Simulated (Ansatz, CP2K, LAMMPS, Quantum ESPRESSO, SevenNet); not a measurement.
**Amorphous 76HfO2-24La2O3 (mol %) (87 atoms): relaxed, then solved by several programs**

Aim: relax amorphous 76HfO2-24La2O3 (mol %) (87 atoms), then compare forces, pressure and levels from several programs at that geometry.

These are calculated values.

## 1. The cell

The cell holds 87 atoms (19 Hf, 12 La and 56 O), with edges of 11.05, 11.05 and 11.05 Å. Recipe: 87 atoms (19 Zr, 12 Nd, 56 O) placed at random at 5.36 g/cm³, melted at 5000 K for 10 ps at fixed volume with the Morse and Coulomb pair potential with partial charges (Pedone, Malavasi, Menziani, Cormack and Segre, J. Phys. Chem. B 110, 11780 (2006)). Quenched from 5000 K to 300 K at 50 K/ps and fixed volume, held 5 ps, then minimised at fixed cell. Then Zr was replaced by Hf, Nd was replaced by La (the potential has no terms for the new elements, so the cell is a start for a DFT relaxation). Then the atoms were relaxed with SevenNet l3i5 in the fixed cell. Then the atoms were relaxed with CP2K double zeta, PBE.

## 2. The relaxation

CP2K double zeta (DZVP-MOLOPT-SR, GTH-PBE potentials, 480 Ry; k-points Γ) took 29 geometry steps and reached its thresholds. It started from the geometry that SevenNet l3i5 had relaxed.

The job ended after 24 min (8 threads of Arm Neoverse V2, shared host; peak memory 2.6 GiB).

```
                                 before           after
      energy (meV/atom)               0            -3.8
Hf-O bonds under 2.82 Å  113 at 2.139 Å  111 at 2.121 Å
La-O bonds under 3.19 Å   74 at 2.516 Å   74 at 2.524 Å
```

Atoms moved by 0.04 Å r.m.s. and 0.08 Å at most, with the common shift taken off.

## 3. Local order after relaxation

Density 7.32 g/cm³, 15.53 Å³ an atom.

Pair distribution functions g(r), in bins of 0.2 Å:

```
r (Å)  total   O-O  O-Hf  O-La  Hf-Hf  Hf-La  La-La
 1.90   0.48  0.00  1.70  0.00   0.00   0.00   0.00
 2.10   2.56  0.00  9.12  0.00   0.00   0.00   0.00
 2.30   0.90  0.00  1.18  3.22   0.00   0.00   0.00
 2.50   1.02  0.21  0.50  4.46   0.00   0.00   0.00
 2.70   0.99  1.86  0.07  1.12   0.00   0.00   0.00
 2.90   1.05  2.34  0.12  0.29   0.00   0.00   0.00
 3.10   1.23  2.73  0.05  0.42   0.30   0.00   0.00
 3.30   0.73  1.32  0.19  0.22   1.62   0.21   0.00
 3.50   0.88  0.81  0.28  0.73   2.25   3.27   1.77
 3.70   0.93  0.60  0.84  0.58   1.75   3.77   1.66
 3.90   1.13  0.66  1.08  0.90   4.14   2.63   1.97
 4.10   1.06  1.02  1.05  1.00   1.07   1.82   0.43
 4.30   1.05  0.87  1.36  1.08   0.32   1.02   2.01
 4.50   0.82  0.59  1.20  0.98   0.15   0.70   1.08
 4.70   1.07  0.78  1.54  1.16   0.82   0.74   1.37
 4.90   0.96  0.81  1.33  1.14   0.12   0.49   0.64
 5.10   1.01  0.75  1.32  1.48   0.80   0.27   0.58
 5.30   1.07  1.16  0.92  1.32   0.74   0.76   0.53
```

Bonds by pair of elements; cutoffs follow the first minimum of g(r), held within bounds set by covalent radii, and pairs that aren't listed don't count as bonded:

```
pair A-B  cutoff (Å)  bonds  mean length (Å)  spread (Å)  shortest (Å)  B about A  A about B
    O-Hf        2.82    111             2.12       0.128          1.94       1.98       5.84
    O-La        3.19     74             2.52       0.192          2.24       1.32       6.17
```

How many atoms have how many bonded neighbours:

```
element  mean  2   3   4  5   6  7  9
     Hf  5.84  0   0   0  3  16  0  0
     La  6.17  0   0   1  2   5  3  1
      O  3.30  1  37  18  0   0  0  0
```

Bond angles (no mean is given where the spread exceeds 20°):

```
  angle  count  mean (°)  spread (°)
 O-Hf-O    270         -           -
Hf-O-La    121       110        14.2
Hf-O-Hf     69       120        18.4
La-O-La     30       106        14.6
```

Bond length by coordination (bonds to H left out):

```
element  coordination  atoms  mean bond length (Å)
     Hf             5      3                  2.05
     Hf             6     16                  2.13
     La             4      1                  2.40
     La             5      2                  2.40
     La             6      5                  2.51
     La             7      3                  2.54
     La             9      1                  2.71
      O             2      1                  1.97
      O             3     37                  2.23
      O             4     18                  2.37
```

For some of the pairs, g(r) has its first main peak near 3.0 Å (O-O), 2.1 Å (O-Hf), 2.4 Å (O-La) and 3.8 Å (Hf-La). By these cutoffs 84 % of Hf atoms have 6, 42 % of La atoms have 6 and 66 % of O atoms have 3 bonded neighbours.

## 4. The plane-wave reference

Quantum ESPRESSO 7.5: Kohn-Sham DFT, PBE, SSSP efficiency 1.3.0 pseudopotentials, plane waves. Its input for the relaxed cell:

```
&control
  calculation = 'scf'
  pseudo_dir = './pseudo'
  outdir = './tmp'
  disk_io = 'none'
  tprnfor = .true.
  tstress = .true.
/
&system
  ibrav = 0
  nat = 87
  ntyp = 3
  ecutwfc = 60
  ecutrho = 480
  nosym = .true.
  occupations = 'smearing'
  smearing = 'fd'
  degauss = 0.003675
/
&electrons
  conv_thr = 4.4e-07
  electron_maxstep = 100
  mixing_beta = 0.4
  mixing_mode = 'plain'
  diagonalization = 'david'
/
ATOMIC_SPECIES
Hf 178.490 Hf.upf
La 138.905 La.upf
O 15.999 O.upf
CELL_PARAMETERS angstrom
11.05420 0.00000 0.00000
0.00000 11.05420 0.00000
0.00000 0.00000 11.05420
ATOMIC_POSITIONS crystal
Hf 0.12693 0.98822 0.46928
Hf 0.67121 0.21478 0.70522
Hf 0.86115 0.46012 0.54634
[... 82 atom lines left out ...]
O 0.81174 0.16073 0.80035
O 0.65311 0.62636 0.94178
K_POINTS gamma
```

Elapsed: 5.3 min, on 8 MPI ranks of Arm Neoverse V2, shared host; peak memory 9.2 GiB.

## 5. Side by side

CPU times are from a shared host and are rough.

```
        level                   basis or training data  k-points  own r.m.s. force (meV/Å)  difference from the reference (meV/Å)  pressure (GPa)  Kohn-Sham gap (eV)  CPU time  memory (GiB)
      QE, PBE  plane waves, SSSP efficiency, 60/480 Ry         Γ                       148                                      -           -2.34                3.72    42 min           9.2
SevenNet l3i5       trained on PBE(+U) plane-wave data         -                       175                                     62           -2.76                   -     8.6 s           1.4
```

The gap is the spacing of the highest filled and lowest empty Kohn-Sham level on the mesh; a dash marks partly filled levels, a spacing under 0.15 eV or a method without such levels.

## 6. Outcome

Relaxation in the fixed cell lowers the energy by 4 meV/atom at its own level and moves atoms by up to 0.08 Å. By the cutoffs of the final cell 0 bonds formed and 2 were lost, leaving 185. The reference finds an r.m.s. force of 148 meV/Å there and a pressure of -2.34 GPa, at a geometry that CP2K double zeta made.

Forces differ from the reference's by 62 meV/Å (SevenNet l3i5). CP2K double zeta is at its own minimum here, so the reference's force is itself a measure of how the two differ. Pressures lie -0.4 GPa (SevenNet l3i5) from the reference's. The highest filled and lowest empty levels lie 3.72 eV apart in the reference. By these cutoffs 84 % of Hf atoms have 6, 42 % of La atoms have 6 and 66 % of O atoms have 3 bonded neighbours.

Caveats: The density was set by the recipe and held. One sample of a disordered cell; defect or tail levels can set the gap. Gaps are read on the mesh, which holds the band edges only if they fold onto it, and semilocal functionals tend to put them under measured ones. The quench rate of 50 K/ps is many orders above laboratory rates, so the cell is likely richer in defects and strain than a real sample. The reference samples only Γ, in a cell whose shortest periodic width is 11 Å. Spin–orbit coupling is left out, which matters for the levels of the heavy elements. The plane-wave runs aren't exact: their cutoffs and mesh weren't converged further here. Where levels are smeared, the DFT runs use Fermi–Dirac occupations at 580 K (0.05 eV), and energies are free energies.

[Logs are printed without paths, hosts, clocks, repeated set-up lines and the standing remarks that a program may print on its own settings, such as how far it seeks lower states.]

[Hosts, paths, dates, database ids (printed as entryN), source tags and the programs' standing remarks are cut or masked in the printed files.]
